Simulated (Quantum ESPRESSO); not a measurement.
## Dielectric function and optical constants of GaN

Aim: the dielectric function of GaN, and the optical constants that follow from it. The cell comes from an older database entry, whose edges can differ from later determinations, mostly by under a per cent.

Program: Quantum ESPRESSO 7.5. Level of theory: DFT, PBE, plane waves with norm-conserving potentials (PseudoDojo), scalar-relativistic, independent-particle optical response without local fields and without the non-local commutator. Results are calculated unless marked as measured.

The database entry behind the starting cell differs from later determinations by our own check (about 0.3 % short, ideal inner coordinate), so it need not match the best structure at ambient conditions.

## 1. Starting point

The structure is hexagonal, space group P6_3mc (No. 186). Conventional cell: a = 3.180 Å, b = 3.180 Å, c = 5.166 Å, α = 90.00°, β = 90.00°, γ = 120.00°. Ga has 4 N at 1.94 to 1.95 Å nearest. Nearest to N lie 4 Ga at 1.94 to 1.95 Å. Farther neighbours and most contacts between anions are not listed.

## 2. Ground state

The self-consistent density comes first; it also tells whether there is a gap, which decides the occupations and the need for a Drude term.

This step: DFT, PBE, plane waves with norm-conserving potentials (PseudoDojo), scalar-relativistic, ground state (Quantum ESPRESSO 7.5).

File scf.in:

```
&control
  calculation = 'scf'
  prefix = 'x'
  outdir = './tmp'
  pseudo_dir = './'
  verbosity = 'high'
/
&system
  ibrav = 0
  nat = 4
  ntyp = 2
  ecutwfc = 90
  occupations = 'smearing'
  smearing = 'fd'
  degauss = 0.003675
  nbnd = 22
/
&electrons
  conv_thr = 1e-09
  electron_maxstep = 100
/
ATOMIC_SPECIES
  Ga 1.0 Ga.upf
  N 1.0 N.upf
CELL_PARAMETERS angstrom
  3.179999999980 0.000000000000 0.000000000000
  -1.589999999990 2.753960784017 0.000000000000
  0.000000000000 0.000000000000 5.166000000000
ATOMIC_POSITIONS crystal
  Ga 0.666666666667 0.333333333333 0.500000000000
  Ga 0.333333333333 0.666666666667 0.000000000000
  N 0.666666666667 0.333333333333 0.875000000000
  N 0.333333333333 0.666666666667 0.375000000000
K_POINTS automatic
  8 8 5 0 0 0
```

The run is started by

```console
$ mpirun -n 4 pw.x -nk 4 -in scf.in
```

The program printed:

```text
for quantum simulation of materials; please cite

     using ibrav=0 with symmetry is DISCOURAGED, use correct ibrav instead

     G-vector sticks info
     --------------------
     sticks:   dense  smooth     PW     G-vecs:    dense   smooth      PW
     Sum         889     889    253                35171    35171    5455

     Using Slab Decomposition

     bravais-lattice index     =            0
     lattice parameter (alat)  =       6.0093  a.u.
     unit-cell volume          =     305.3064 (a.u.)^3
     number of atoms/cell      =            4
     number of atomic types    =            2
     number of electrons       =        36.00
     number of Kohn-Sham states=           22
     kinetic-energy cutoff     =      90.0000  Ry
     charge density cutoff     =     360.0000  Ry
     scf convergence threshold =      1.0E-09
     mixing beta               =       0.7000
     number of iterations used =            8  plain     mixing
     Exchange-correlation= PBE
                           (   1   4   3   4   0   0   0)

     celldm(1)=   6.009329  celldm(2)=   0.000000  celldm(3)=   0.000000
     celldm(4)=   0.000000  celldm(5)=   0.000000  celldm(6)=   0.000000

     crystal axes: (cart. coord. in units of alat)
               a(1) = (   1.000000   0.000000   0.000000 )
               a(2) = (  -0.500000   0.866025   0.000000 )
               a(3) = (   0.000000   0.000000   1.624528 )

     reciprocal axes: (cart. coord. in units 2 pi/alat)
               b(1) = (  1.000000  0.577350 -0.000000 )
               b(2) = (  0.000000  1.154701  0.000000 )
               b(3) = (  0.000000 -0.000000  0.615563 )

     ./Ga.upf
     Pseudo is Norm-conserving + core correction, Zval = 13.0
     Generated using ONCVPSP code by D. R. Hamann
     Using radial grid of 1902 points,  6 beta functions with:
                l(1) =   0
                l(2) =   0
                l(3) =   1
                l(4) =   1
                l(5) =   2
                l(6) =   2

     ./N.upf
     Pseudo is Norm-conserving + core correction, Zval =  5.0
     Generated using ONCVPSP code by D. R. Hamann
     Using radial grid of 1058 points,  4 beta functions with:
                l(1) =   0
                l(2) =   0
                l(3) =   1
                l(4) =   1

     atomic species   valence    mass     pseudopotential
     Ga               13.00     1.00000     Ga( 1.00)
     N                 5.00     1.00000     N ( 1.00)

     12 Sym. Ops. (no inversion) found ( 6 have fractional translation)

                                    s                        frac. trans.

     [... symmetry matrices left out ...]
   Cartesian axes

     site n.     atom                  positions (alat units)
         1        Ga     tau(   1) = (   0.5000000   0.2886751   0.8122642  )
         2        Ga     tau(   2) = (  -0.0000000   0.5773503   0.0000000  )
         3        N      tau(   3) = (   0.5000000   0.2886751   1.4214623  )
         4        N      tau(   4) = (  -0.0000000   0.5773503   0.6091981  )

   Crystallographic axes

     site n.     atom                  positions (cryst. coord.)
         1        Ga     tau(   1) = (  0.6666667  0.3333333  0.5000000  )
         2        Ga     tau(   2) = (  0.3333333  0.6666667  0.0000000  )
         3        N      tau(   3) = (  0.6666667  0.3333333  0.8750000  )
         4        N      tau(   4) = (  0.3333333  0.6666667  0.3750000  )

     number of k points=    30  Fermi-Dirac smearing, width (Ry)=  0.0037
                       cart. coord. in units 2pi/alat
        k(    1) = (   0.0000000   0.0000000   0.0000000), wk =   0.0062500
        k(    2) = (   0.0000000   0.0000000   0.1231127), wk =   0.0125000
        k(    3) = (   0.0000000   0.0000000   0.2462253), wk =   0.0125000
        k(    4) = (   0.0000000   0.1443376   0.0000000), wk =   0.0375000
        k(    5) = (   0.0000000   0.1443376   0.1231127), wk =   0.0750000
        k(    6) = (   0.0000000   0.1443376   0.2462253), wk =   0.0750000
        k(    7) = (   0.0000000   0.2886751   0.0000000), wk =   0.0375000
        k(    8) = (   0.0000000   0.2886751   0.1231127), wk =   0.0750000
        k(    9) = (   0.0000000   0.2886751   0.2462253), wk =   0.0750000
        k(   10) = (   0.0000000   0.4330127   0.0000000), wk =   0.0375000
        k(   11) = (   0.0000000   0.4330127   0.1231127), wk =   0.0750000
        k(   12) = (   0.0000000   0.4330127   0.2462253), wk =   0.0750000
        k(   13) = (   0.0000000  -0.5773503   0.0000000), wk =   0.0187500
        k(   14) = (   0.0000000  -0.5773503   0.1231127), wk =   0.0375000
        k(   15) = (   0.0000000  -0.5773503   0.2462253), wk =   0.0375000
        k(   16) = (   0.1250000   0.2165064   0.0000000), wk =   0.0375000
[...]
cryst. coord.
[...]
k(   23) = (   0.1250000   0.3750000   0.2000000), wk =   0.1500000
        k(   24) = (   0.1250000   0.3750000   0.4000000), wk =   0.1500000
        k(   25) = (   0.2500000   0.2500000   0.0000000), wk =   0.0375000
        k(   26) = (   0.2500000   0.2500000   0.2000000), wk =   0.0750000
        k(   27) = (   0.2500000   0.2500000   0.4000000), wk =   0.0750000
        k(   28) = (   0.2500000   0.3750000   0.0000000), wk =   0.0375000
        k(   29) = (   0.2500000   0.3750000   0.2000000), wk =   0.0750000
        k(   30) = (   0.2500000   0.3750000   0.4000000), wk =   0.0750000

     Dense  grid:    35171 G-vectors     FFT dimensions: (  40,  40,  60)

     Initial potential from superposition of free atoms

     starting charge      35.9946, renormalised to      36.0000
     Starting wfcs are   26 randomized atomic wfcs

     Self-consistent Calculation

     iteration #  1     ecut=    90.00 Ry     beta= 0.70
     Davidson diagonalization with overlap

            66 MiB given to the printing process from OS
            37 MiB allocation reported by mallinfo(arena+hblkhd)
------------------
     ethr =  1.00E-02,  avg # of iterations =  3.3

     total energy              =    -347.03576445 Ry
     estimated scf accuracy    <       1.05277245 Ry

     iteration #  2     ecut=    90.00 Ry     beta= 0.70
     Davidson diagonalization with overlap

            80 MiB given to the printing process from OS
            51 MiB allocation reported by mallinfo(arena+hblkhd)
------------------
     ethr =  2.92E-03,  avg # of iterations =  2.9

     total energy              =    -347.35640774 Ry
     estimated scf accuracy    <       0.94325899 Ry

     iteration #  3     ecut=    90.00 Ry     beta= 0.70
     Davidson diagonalization with overlap

            81 MiB given to the printing process from OS
            52 MiB allocation reported by mallinfo(arena+hblkhd)
------------------
     ethr =  2.62E-03,  avg # of iterations =  2.0

     total energy              =    -347.51390616 Ry
     estimated scf accuracy    <       0.00766602 Ry

     iteration #  4     ecut=    90.00 Ry     beta= 0.70
     Davidson diagonalization with overlap

            82 MiB given to the printing process from OS
            53 MiB allocation reported by mallinfo(arena+hblkhd)
------------------
     ethr =  2.13E-05,  avg # of iterations =  5.5

     total energy              =    -347.51865977 Ry
     estimated scf accuracy    <       0.01364272 Ry

     iteration #  5     ecut=    90.00 Ry     beta= 0.70
     Davidson diagonalization with overlap

            83 MiB given to the printing process from OS
            54 MiB allocation reported by mallinfo(arena+hblkhd)
------------------
     ethr =  2.13E-05,  avg # of iterations =  2.0

     total energy              =    -347.51942955 Ry
     estimated scf accuracy    <       0.00128919 Ry

     iteration #  6     ecut=    90.00 Ry     beta= 0.70
     Davidson diagonalization with overlap

            84 MiB given to the printing process from OS
            56 MiB allocation reported by mallinfo(arena+hblkhd)
------------------
     ethr =  3.58E-06,  avg # of iterations =  2.4

     total energy              =    -347.51956679 Ry
     estimated scf accuracy    <       0.00011828 Ry

     iteration #  7     ecut=    90.00 Ry     beta= 0.70
     Davidson diagonalization with overlap

            86 MiB given to the printing process from OS
            57 MiB allocation reported by mallinfo(arena+hblkhd)
------------------
     ethr =  3.29E-07,  avg # of iterations =  3.0

     total energy              =    -347.51957423 Ry
     estimated scf accuracy    <       0.00002414 Ry

     iteration #  8     ecut=    90.00 Ry     beta= 0.70
     Davidson diagonalization with overlap

            86 MiB given to the printing process from OS
            58 MiB allocation reported by mallinfo(arena+hblkhd)
------------------
     ethr =  6.70E-08,  avg # of iterations =  2.4

     total energy              =    -347.51957794 Ry
     estimated scf accuracy    <       0.00000084 Ry

     iteration #  9     ecut=    90.00 Ry     beta= 0.70
     Davidson diagonalization with overlap

            87 MiB given to the printing process from OS
            59 MiB allocation reported by mallinfo(arena+hblkhd)
------------------
     ethr =  2.35E-09,  avg # of iterations =  3.7

     total energy              =    -347.51957832 Ry
     estimated scf accuracy    <       0.00000038 Ry

     iteration # 10     ecut=    90.00 Ry     beta= 0.70
     Davidson diagonalization with overlap

            89 MiB given to the printing process from OS
            60 MiB allocation reported by mallinfo(arena+hblkhd)
------------------
     ethr =  1.05E-09,  avg # of iterations =  2.0

     total energy              =    -347.51957838 Ry
     estimated scf accuracy    <          4.9E-09 Ry

     iteration # 11     ecut=    90.00 Ry     beta= 0.70
     Davidson diagonalization with overlap

            89 MiB given to the printing process from OS
            60 MiB allocation reported by mallinfo(arena+hblkhd)
------------------
     ethr =  1.37E-11,  avg # of iterations =  4.7

     total energy              =    -347.51957839 Ry
     estimated scf accuracy    <          6.1E-09 Ry

     iteration # 12     ecut=    90.00 Ry     beta= 0.70
     Davidson diagonalization with overlap

            89 MiB given to the printing process from OS
            60 MiB allocation reported by mallinfo(arena+hblkhd)
------------------
     ethr =  1.37E-11,  avg # of iterations =  2.0

     End of self-consistent calculation

          k = 0.0000 0.0000 0.0000 (  4367 PWs)   bands (ev):

    -5.2383  -4.3387  -2.7821  -2.7617  -2.7617  -2.6996  -2.6996  -2.5155
    -2.5155  -2.4141  -2.4141  -1.1085   3.6744   9.7447   9.7447  10.7429
    10.8030  10.8030  12.8098  15.1420  20.0687  20.7740

     occupation numbers
     1.0000   1.0000   1.0000   1.0000   1.0000   1.0000   1.0000   1.0000
     1.0000   1.0000   1.0000   1.0000   1.0000   1.0000   1.0000   1.0000
     1.0000   1.0000   0.0000   0.0000   0.0000   0.0000

          k = 0.0000 0.0000 0.1231 (  4391 PWs)   bands (ev):

    -5.1220  -4.3807  -2.7597  -2.7597  -2.7474  -2.7090  -2.7090  -2.5022
    -2.5022  -2.4206  -2.4206  -1.5063   4.3938   9.6819   9.8412   9.8412
    10.6974  10.6974  13.6809  15.2169  19.8042  20.8230

     occupation numbers
     1.0000   1.0000   1.0000   1.0000   1.0000   1.0000   1.0000   1.0000
     1.0000   1.0000   1.0000   1.0000   1.0000   1.0000   1.0000   1.0000
     1.0000   1.0000   0.0000   0.0000   0.0000   0.0000

     [... further k points left out ...]

     the Fermi energy is    11.8093 ev

!    total energy              =    -347.51957839 Ry
     estimated scf accuracy    <          4.3E-10 Ry
     smearing contrib. (-TS)   =      -0.00000000 Ry
     internal energy E=F+TS    =    -347.51957839 Ry

     The total energy is F=E-TS. E is the sum of the following terms:
     one-electron contribution =    -104.36894892 Ry
     hartree contribution      =      87.16650959 Ry
     xc contribution           =     -96.31019070 Ry
     ewald contribution        =    -234.00694837 Ry

     convergence has been achieved in  12 iterations

     XML data file, charge density, pseudopotentials, collected wavefunctions

                                        0.00s GPU  (     387 calls)

=------------------------------------------------------------------------------=
   JOB DONE.
=------------------------------------------------------------------------------=
```

Run time: 12 s. Hardware: 4 MPI ranks of Arm Neoverse V2, shared host; peak memory 0.09 GiB; 49 s of CPU time.

Numbers from this step:

| Item | Value |
| --- | --- |
| total energy | -347.5 Ry |
| gap on the k-mesh | 2.007 eV |
| direct gap on the mesh | 2.007 eV |

There is a gap, 2.01 eV on this mesh (points off the mesh can give less), so no carriers' term is needed.

(Part 1 of 3 ends here.)

[Machine, clock, banner and «Message from routine» lines are left out of the logs.]

[Logs are printed without paths, hosts, clocks, repeated set-up lines and the standing remarks that a program may print on its own settings, such as how far it seeks lower states.]

[Hosts, paths, dates, database ids (printed as entryN), source tags and the programs' standing remarks are cut or masked in the printed files.]
